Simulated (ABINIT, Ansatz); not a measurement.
# Lattice dynamics of Tm (P6_3/mmc) in two programs, part 4 of 4

How does Tm (P6_3/mmc) vibrate, and is this structure a minimum?

ABINIT 10.8.3; DFT PBE, scalar-relativistic, plane waves, PseudoDojo norm-conserving, 4f in core pseudopotentials.

So far, highest frequency (cm⁻¹): step 7 (dispersion) 116.

## Step 9: The same in Ansatz

A second program on the same cell, potentials, cutoff and meshes tests the implementation of the phonon response, not its convergence.

This step: DFT PBE, scalar-relativistic, plane waves, norm-conserving pseudopotentials, 4f in core (Ansatz 0.2.0).

input.yaml reads:

```yaml
crystal:
  lattice:
    - [3.5433042926, 0.0, 0.0]
    - [-1.7716521463, 3.0685915307, 0.0]
    - [0.0, 0.0, 5.5323752213]
  atoms:
    - { symbol: Tm, position: [0.3333333333, 0.6666666667, 0.25] }
    - { symbol: Tm, position: [0.6666666667, 0.3333333333, 0.75] }
kpoints:
  mp_grid: { grid: [12, 12, 6] }
hamiltonian:
  xc: pbe
  pseudopotentials:
    kind: nc
    azcp: { Tm: "pseudopotentials/pbe/nc/lanthanide_3plus/Tm.nc.azcp" }
    accuracy: standard
scf:
  occupations: { method: gaussian, width: 0.27211 }
output:
  eigenvalues: true
basis:
  ecutwfc: 571.439
phonons:
  method: dfpt
  qmesh: [4, 4, 2]
  temperatures: { t_max: 1000, t_step: 50 }
  qpath:
    path:
      - [[0.0, 0.0, 0.0], [0.5, 0.0, 0.0], [0.33333333, 0.33333333, 0.0], [0.0, 0.0, 0.0], [0.0, 0.0, 0.5], [0.5, 0.0, 0.5], [0.33333333, 0.33333333, 0.5], [0.0, 0.0, 0.5]]
      - [[0.5, 0.0, 0.5], [0.5, 0.0, 0.0]]
      - [[0.33333333, 0.33333333, 0.5], [0.33333333, 0.33333333, 0.0]]
    npoints: 10
  electrical_resistivity: { temperatures: [77, 300], mesh: [24, 24, 12] }
```

On the command line:

```bash
> ansatz run input.yaml --threads 16 --pin off --max-ram 32768MiB --backend cpu --events-out ev --progress --plain --runs-dir out
```

Numbers of over 12 decimals in the logs are rounded to 6 here.

What it wrote:

```text
Warning: basis.ecutwfc = 571.439 eV is below the records' recommended 680.284656 eV, and the density's cutoff is lower with it unless basis.ecutrho_ratio is high enough to keep the records' density cutoff: compare with a run at a higher cutoff
Engine: ansatz 0.2.0, aarch64-unknown-linux-gnu
Pseudopotentials: kind: nc
Pseudopotential: Tm, nc, valence charge 11, recommended cutoff 680.284656 eV (normal), <dir>
Functional definition: PBE
  parameter kappa = 0.804
  parameter beta = 0.066725
  exchange = pbe_x(kappa = kappa, mu = beta*pi^2/3)
  correlation = pbe_c(beta = beta)
Crystal: 2 atoms, lattice volume = 60.153 Å³
Basis set: ecut = 571.439 eV, 1833 PW (Γ), exchange–correlation on 60×60×96 points (8 copies of the dense FFT grid, shifted against one another)
Bands: 15, of which v1, the nominal top of the filled ones, is band 11 counted from 1 (10 counted from 0)
Symmetry: 24 space group operations
k-points: 76 of 864
Non-local potential: Tm, projectors of the file, l = 0: 2, l = 1: 2, l = 2: 2, l = 3: 1
Initial density: superposition of atomic densities (chi_scale 0.1, normalization cell)
Initial wavefunctions: pseudopotential atomic-orbital guess
Functional: x = pbe(κ = 0.804, μ = 0.219515), c = pbe(β = 0.066725)
SCF iter   1: F=—  HF=-2495.681379 eV  |F-HF|=—  |Δ(HF+E_count)|=         —  Δρ=1.46e-2  dr2=1.75e-1  ethr=3.10e-3  ⟨swp⟩=4.6  Hψ=4817  notcnv=0
preconditioner: auto → Kerker (q_TF=auto, 2.307 Å⁻¹)  [metal: Δε(μ)=0.050 eV  Ē_g=3.085 eV  σ=0.272 eV  W_gap=0.10  n_scr=10 (ndim 8)  ℏωp=11.7 eV  f_vac=0.000  D(μ)=3.34/eV (n_scr^D=34)]
SCF iter   2: F=—  HF=-2495.660679 eV  |F-HF|=—  |Δ(HF+E_count)|=   2.07e-2  Δρ=9.71e-3  dr2=7.89e-2  ethr=7.94e-4  ⟨swp⟩=1.0  Hψ=1748  notcnv=0
SCF iter   3: F=—  HF=-2495.645792 eV  |F-HF|=—  |Δ(HF+E_count)|=   1.49e-2  Δρ=1.35e-3  dr2=6.56e-4  ethr=3.59e-4  ⟨swp⟩=2.7  Hψ=1908  notcnv=0
SCF iter   4: F=—  HF=-2495.645717 eV  |F-HF|=—  |Δ(HF+E_count)|=   7.57e-5  Δρ=1.79e-4  dr2=8.08e-6  ethr=2.98e-6  ⟨swp⟩=2.3  Hψ=1721  notcnv=0
SCF iter   5: F=—  HF=-2495.645716 eV  |F-HF|=—  |Δ(HF+E_count)|=   4.20e-7  Δρ=4.25e-5  dr2=8.44e-7  ethr=3.67e-8  ⟨swp⟩=2.5  Hψ=2063  notcnv=0
SCF iter   6: F=—  HF=-2495.645716 eV  |F-HF|=—  |Δ(HF+E_count)|=   3.26e-8  Δρ=4.36e-6  dr2=8.17e-9  ethr=3.84e-9  ⟨swp⟩=1.5  Hψ=1257  notcnv=0
SCF iter   7: F=—  HF=-2495.645716 eV  |F-HF|=—  |Δ(HF+E_count)|=   3.22e-9  Δρ=6.86e-7  dr2=2.21e-10  ethr=3.71e-11  ⟨swp⟩=2.7  Hψ=1987  notcnv=0
SCF iter   8: F=-2495.645716 eV  HF=-2495.645716 eV  |F-HF|=9.09e-13  |Δ(HF+E_count)|=  3.59e-11  Δρ=1.03e-7  dr2=5.72e-12  ethr=1.00e-12  ⟨swp⟩=5.7  Hψ=5068  notcnv=0
SCF 1 converged in 8 iterations: F = -2495.645716 eV  dr2 = 5.72e-12
NSCF: frozen V_eff on 76 k-points
NSCF: frozen V_eff on 172 k-points
DFPT response loops at q = (0, 0, 0) (fractional): preconditioner auto → Kerker (q_TF=auto, 2.307 Å⁻¹) (partly filled bands, converged f_vac=0.000); β = 1.00, the filter's whole step (`scf.mixing.beta` (0.50) is not read by the response loops under this deck's `scf.mixing.preconditioner`; to damp them name `kerker` or `kerker_dos`, under which they read `scf.mixing.beta`, and type it under 1.00, their step now; both keys bind the ground state too); Broyden in place of MSR1
NSCF: frozen V_eff on 344 k-points
DFPT response loops at q = (0, 0, -0.5) (fractional): mixed as the last ones told, above
NSCF: frozen V_eff on 624 k-points
DFPT response loops at q = (0, 0.25, 0) (fractional): mixed as the last ones told, above
NSCF: frozen V_eff on 624 k-points
DFPT response loops at q = (0, 0.25, -0.5) (fractional): mixed as the last ones told, above
NSCF: frozen V_eff on 344 k-points
DFPT response loops at q = (0, -0.5, 0) (fractional): mixed as the last ones told, above
NSCF: frozen V_eff on 344 k-points
DFPT response loops at q = (0, -0.5, -0.5) (fractional): mixed as the last ones told, above
NSCF: frozen V_eff on 1152 k-points
DFPT response loops at q = (0.25, 0.25, 0) (fractional): mixed as the last ones told, above
NSCF: frozen V_eff on 1152 k-points
DFPT response loops at q = (0.25, 0.25, -0.5) (fractional): mixed as the last ones told, above
SCF iter   1: F=—  HF=-2495.681379 eV  |F-HF|=—  |Δ(HF+E_count)|=         —  Δρ=1.46e-2  dr2=1.75e-1  ethr=3.10e-3  ⟨swp⟩=4.6  Hψ=4817  notcnv=0
SCF iter   2: F=—  HF=-2495.660679 eV  |F-HF|=—  |Δ(HF+E_count)|=   2.07e-2  Δρ=9.71e-3  dr2=7.89e-2  ethr=7.94e-4  ⟨swp⟩=1.0  Hψ=1748  notcnv=0
SCF iter   3: F=—  HF=-2495.645792 eV  |F-HF|=—  |Δ(HF+E_count)|=   1.49e-2  Δρ=1.35e-3  dr2=6.56e-4  ethr=3.59e-4  ⟨swp⟩=2.7  Hψ=1908  notcnv=0
SCF iter   4: F=—  HF=-2495.645717 eV  |F-HF|=—  |Δ(HF+E_count)|=   7.57e-5  Δρ=1.79e-4  dr2=8.08e-6  ethr=2.98e-6  ⟨swp⟩=2.3  Hψ=1721  notcnv=0
SCF iter   5: F=—  HF=-2495.645716 eV  |F-HF|=—  |Δ(HF+E_count)|=   4.20e-7  Δρ=4.25e-5  dr2=8.44e-7  ethr=3.67e-8  ⟨swp⟩=2.5  Hψ=2063  notcnv=0
SCF iter   6: F=—  HF=-2495.645716 eV  |F-HF|=—  |Δ(HF+E_count)|=   3.26e-8  Δρ=4.36e-6  dr2=8.17e-9  ethr=3.84e-9  ⟨swp⟩=1.5  Hψ=1257  notcnv=0
SCF iter   7: F=—  HF=-2495.645716 eV  |F-HF|=—  |Δ(HF+E_count)|=   3.22e-9  Δρ=6.86e-7  dr2=2.21e-10  ethr=3.71e-11  ⟨swp⟩=2.7  Hψ=1987  notcnv=0
SCF iter   8: F=-2495.645716 eV  HF=-2495.645716 eV  |F-HF|=1.36e-12  |Δ(HF+E_count)|=  3.59e-11  Δρ=1.03e-7  dr2=5.73e-12  ethr=1.00e-12  ⟨swp⟩=3.0  Hψ=3115  notcnv=0
SCF 2 converged in 8 iterations: F = -2495.645716 eV  dr2 = 5.73e-12
NSCF: frozen V_eff on 76 k-points
NSCF: frozen V_eff on 76 k-points
[...]
SCF converged after 8 iterations
Free energy (F): -2495.645716 eV
Harris-Foulkes:  -2495.645716 eV  (|F-HF|=9.09e-13)
Internal energy: -2495.521114 eV  (E = F + TS)
E sigma→0 (E₀):  -2495.583415 eV
Entropy (-TS):   -0.124602 eV (-62.301 meV/atom)
Fermi energy:    10.170306 eV
--- Per-component energies (eV) ---
  E_band       = -299.248855
  E_kinetic    = 622.577830
  E_local      = -1197.529636  (includes V_loc(G=0)·N_el)
  E_nonlocal   = -35.434128
  E_hartree    = 365.744202
  E_xc         = -633.203461
  E_vxc        = -420.351317  (∫ρ·V_xc dr)
  E_ewald      = -1617.675921
  E_smearing   = -0.124602  (= −TS)
  E_closure    = 0.000000  (closes the sum)
  Σ components = -2495.645716   (vs F -2495.645716, Δ=0.00e0)
--- Band table (eV; the first three rows and the last of 76) ---
  k-point 0: bands = [... 7 lower, -14.8746, 4.5127, 7.8886, 11.0679, 12.2224, 12.2224, 12.6371, 12.9508]
  k-point 1: bands = [... 7 lower, -14.9127, 4.7185, 7.6912, 10.9401, 12.1135, 12.1135, 12.4253, 12.7688]
  k-point 2: bands = [... 7 lower, -14.9301, 5.3017, 7.0573, 10.9299, 11.8958, 12.0264, 12.0264, 12.4123]
  k-point 75: bands = [... 7 lower, -14.9768, 9.5902, 9.5902, 9.7394, 9.7394, 10.6158, 10.6158, 13.4002]
--- Phonons (Γ-DFPT): 2 representative perturbations + reference (Σ response iterations 8) ---
  ASR residual: 3.259e-5 → 0.000e0 eV/Å²; symmetrization residual: 2.842e-14 eV/Å²
  ASR residual per site (eV/Å²): 3.26e-5 3.26e-5
  Γ frequencies (cm⁻¹): 0.00 0.00 0.00 68.30 68.30 115.83
--- Phonons (arbitrary-q DFPT): 8 irreducible q on the 4×4×2 mesh ---
  q = [0.0000, 0.0000, 0.0000] (star 1, of the zone-centre solve; hermiticity 1.36e-14, symmetrization 6.82e-15): -0.00 -0.00 -0.00 68.30 68.30 115.83
  q = [0.0000, 0.0000, -0.5000] (star 1, 2 solved perturbations in 248 linear systems a pass and spin channel, the states on 172 of 864 k-point pairs; hermiticity 4.11e-13, symmetrization 2.06e-13): 49.41 49.41 49.41 49.41 82.31 82.31
  q = [0.0000, 0.2500, 0.0000] (star 6, 3 solved perturbations on 312 of 864 k-point pairs; hermiticity 3.12e-8, symmetrization 6.65e-14): 43.51 44.77 71.10 82.80 90.30 114.42
  q = [0.0000, 0.2500, -0.5000] (star 6, 3 solved perturbations on 312 of 864 k-point pairs; hermiticity 3.32e-8, symmetrization 9.09e-14): 64.89 64.89 65.55 65.55 95.13 95.13
  q = [0.0000, -0.5000, 0.0000] (star 3, 3 solved perturbations on 172 of 864 k-point pairs; hermiticity 2.59e-13, symmetrization 6.82e-14): 58.18 68.77 92.47 101.22 104.56 105.65
  q = [0.0000, -0.5000, -0.5000] (star 3, 3 solved perturbations on 172 of 864 k-point pairs; hermiticity 8.74e-10, symmetrization 6.99e-14): 68.91 68.91 78.81 78.81 101.77 101.77
  q = [0.2500, 0.2500, 0.0000] (star 6, 2 solved perturbations in 888 linear systems a pass and spin channel, the states on 576 of 864 k-point pairs; hermiticity 9.34e-9, symmetrization 1.11e-13): 70.63 73.02 80.88 99.11 100.38 102.42
  q = [0.2500, 0.2500, -0.5000] (star 6, 2 solved perturbations in 888 linear systems a pass and spin channel, the states on 576 of 864 k-point pairs; hermiticity 2.33e-8, symmetrization 3.40e-12): 56.17 56.17 90.31 90.31 103.07 103.07
  sum rule: each row above includes the acoustic sum rule's correction from the zone centre's row sums; it moved no ω² by more than (0.23 cm⁻¹)²
  mesh force constants: q→R imaginary residual 2.16e-18; ASR residual 3.259e-5 → 0.000e0 eV/Å²; symmetrization residual 1.776e-15 eV/Å²
  interpolated dispersion: 93 rows × 6 modes
  density of states and harmonic sums: on the 20×20×12 q-mesh, interpolated from the force constants of a 4×4×2 supercell (no non-analytic term)
  largest difference from the sums on the solved wave vectors: F 2.91e-2 eV, S 3.72e-5 and C_V 8.02e-6 eV/K
  zero-point energy: 0.029625 eV/cell   skipped modes (ω ≤ 0): 3   left out of the sums: 1.04e-4 of the cell's modes: C_V's classical limit lies that fraction below 3 k_B per atom; for a crystal, a wire or a layer, F and S can be off by more, and a phonons.interpolated_qmesh denser along its periods is the remedy for the sampling
--- Electrical resistivity: potentials and phonons of a 4×4×2 supercell ---
  scattering by harmonic phonons alone, with no dipole-dipole term; scattering by other electrons, impurities, surfaces and spin disorder is left out, and so is spin–orbit coupling
  the resistivity is that of a variational response, whose dependence on the energy is improved iteratively
  at the Fermi level of each mesh (of a tensor a third of its trace):
           mesh   spin    states/(eV spin)  plasma energy (eV)         λ      λ_tr    ħω_log (meV)
       24×24×12                     1.6848              4.1840    0.5722    0.6336           8.948
        12×12×6                     1.6814              4.0767    0.5634    0.6189           8.925
          6×6×3                     1.6008              3.6912    0.5324    0.6451           8.933
  resistivity on the deck's mesh, µΩ·cm:
     T (K)       trace/3  mesh converged            xx            yy            zz    lowest order   relaxation time
     77.00      1.0280e1              no      1.2522e1      1.2522e1      5.7964e0        1.0798e1          9.6430e0
    300.00      4.7879e1              no      5.8115e1      5.8115e1      2.7407e1        4.9686e1          4.4785e1
  mean free path at 77 K (of a tensor a third of its trace): 12.3 nm by what each carries, 11.1 by the Fermi surface alone
  Hall coefficient in a weak field at 77 K (a third of the trace): -5.812e-11 m³/C (as a tensor it moves by 47.1 % between the two finest meshes); by each state's relaxation time: -5.454e-11 m³/C; by a constant relaxation time: -5.552e-11 m³/C
  mean free path at 300 K (of a tensor a third of its trace): 2.61 nm by what each carries, 2.37 by the Fermi surface alone
  Hall coefficient in a weak field at 300 K (a third of the trace): -4.957e-11 m³/C (as a tensor it moves by 44.4 % between the two finest meshes); by each state's relaxation time: -4.868e-11 m³/C; by a constant relaxation time: -5.211e-11 m³/C
  the resistivity times a path that all electrons share, by the Fermi surface of the deck's mesh alone (a third of the trace): 1.148e-15 Ω·m²
  not converged in the mesh (λ; λ_tr; the resistivity at 77 K by 11.73 %; the resistivity at 300 K by 9.33 %): between neighbouring meshes, the two finest first, λ moves by 1.54 % and 5.51 %, λ_tr by 2.53 % and 6.20 % and the resistivity by up to 11.73 % and 69.08 %; an estimate, no bound, puts it up to 5.9e-8 % above the Boltzmann equation's exact value after up to 4 iterations (at most 30 are made, fewer where the estimate is under 1.0e-6 % of each spin channel's own resistivity)
  vibrations of 32 cells: unjudged by the run; compare a larger repeat
  the changes of the potential over all sites missed a rigid shift's by 0.00 % (the site terms' by 0.00 %)
  at the force constants' own smearing the fine mesh and the k-points of their solves give squared frequencies that differ by 1.0 % of the larger at the most, at (0, 0, 0)
```

Run time: 5.4 min. Hardware: 16 threads of Arm Neoverse N1, shared host; peak memory 4 GiB; 82 min of CPU time.

This step gave:

```yaml
sum_rule_residual_before_enforcement: 3.26e-5 eV/Å²
mean_frequency: 79.7 cm⁻¹
debye_temperature_second_moment: 153 K
logarithmic_mean_frequency: 76.4 cm⁻¹
highest_optical_zone_centre_mode_no_lo_to_term: 115.8 cm⁻¹
lowest_optical_zone_centre_mode: 68.3 cm⁻¹
lowest_mode_on_the_q_mesh_acoustic_ones_at_the_zone_centre_apart: 43.51 cm⁻¹
zero_point_energy_per_atom: 14.81 meV
vibrational_entropy_at_300_k: 50.14 J/(mol atoms K)
```

## Step 10: Side by side: ABINIT PseudoDojo and Ansatz, PseudoDojo

Numbers from this step:

* root-mean-square difference: 0.04 cm⁻¹
* largest difference: 0.1 cm⁻¹
* root-mean-square difference on the path: 0.3 cm⁻¹
* largest difference on the path: 2.6 cm⁻¹

The 12 of 45 modes that differ most. Frequencies side by side:

```csv
q (reciprocal lattice),mode,ABINIT PseudoDojo (cm⁻¹),"Ansatz, PseudoDojo (cm⁻¹)"
0 0 0,6,115.9,115.8
0.25 0 0,2,44.87,44.77
0.5 0 0,2,68.84,68.77
0.25 0.25 0,1,70.7,70.63
0.25 0.25 0,6,102.5,102.4
0 0 0.5,1,49.37,49.41
0 0 0.5,2,49.37,49.41
0 0 0.5,3,49.37,49.41
0 0 0.5,5,82.36,82.31
0 0 0.5,6,82.36,82.31
0.5 0 0.5,1,68.96,68.91
0.5 0 0.5,2,68.96,68.91
```

At the solved wavevectors the largest difference (acoustic modes at Γ apart) is 0.09 % of the highest mode.

## Step 11: Outcome

| Item | Value |
| --- | --- |
| space group after relaxation | P6_3/mmc |
| volume per atom | 30.1 Å³ |
| highest optical zone-centre mode (no LO-TO term) | 115.9 cm⁻¹ |
| lowest optical zone-centre mode | 68.3 cm⁻¹ |
| q mesh | 4×4×2 |
| lowest mode on the q mesh (acoustic ones at the zone centre apart) | 43.5 cm⁻¹ |
| zero-point energy per atom | 14.8 meV |
| heat capacity at 300 K | 24.6 J/(mol atoms K) |
| vibrational entropy at 300 K | 50.1 J/(mol atoms K) |
| imaginary modes on the q mesh | none |
| largest difference from Ansatz, PseudoDojo | 0.1 cm⁻¹ |

What this shows: Tm (P6_3/mmc) is dynamically stable on the 4×4×2 mesh; its spectrum reaches 116 cm⁻¹. At the PBE level the optical modes of Tm (P6_3/mmc) at the zone centre run from 68 to 116 cm⁻¹. The base run prints -2.7 GPa, mostly the error of a finite basis; the relaxation, with a smoothed and higher cutoff, had brought the cell to rest. An error of this size shows a cutoff that is short for these files. ABINIT PseudoDojo and Ansatz, PseudoDojo agree to 0.10 cm⁻¹ (0.09 % of the highest mode compared) on all solved modes but the acoustic ones at Γ. These are harmonic frequencies at zero temperature: anharmonic shifts and linewidths and thermal expansion are left out. Spin-orbit coupling is left out, which can matter for the heavy elements here. In a metal the frequencies hang on the k mesh and the smearing, most of all near Kohn anomalies. The 4f electrons are frozen in the core as for a trivalent ion, so their moments and any magnetic order are left out. Ansatz warns that the cutoff lies 16 % under the one recommended for these files; agreement at one cutoff is not convergence. Electron-phonon sums were run after this but are left out, since no second program bore their λ out within 30 %; a λ that a log prints is not taken as a result.

[Host names and launcher messages were left out of these logs when they were recorded.]

[Logs are printed without paths, hosts, clocks, repeated set-up lines and the standing remarks that a program may print on its own settings, such as how far it seeks lower states.]

[Hosts, paths, dates, database ids (printed as entryN), source tags and the programs' standing remarks are cut or masked in the printed files.]
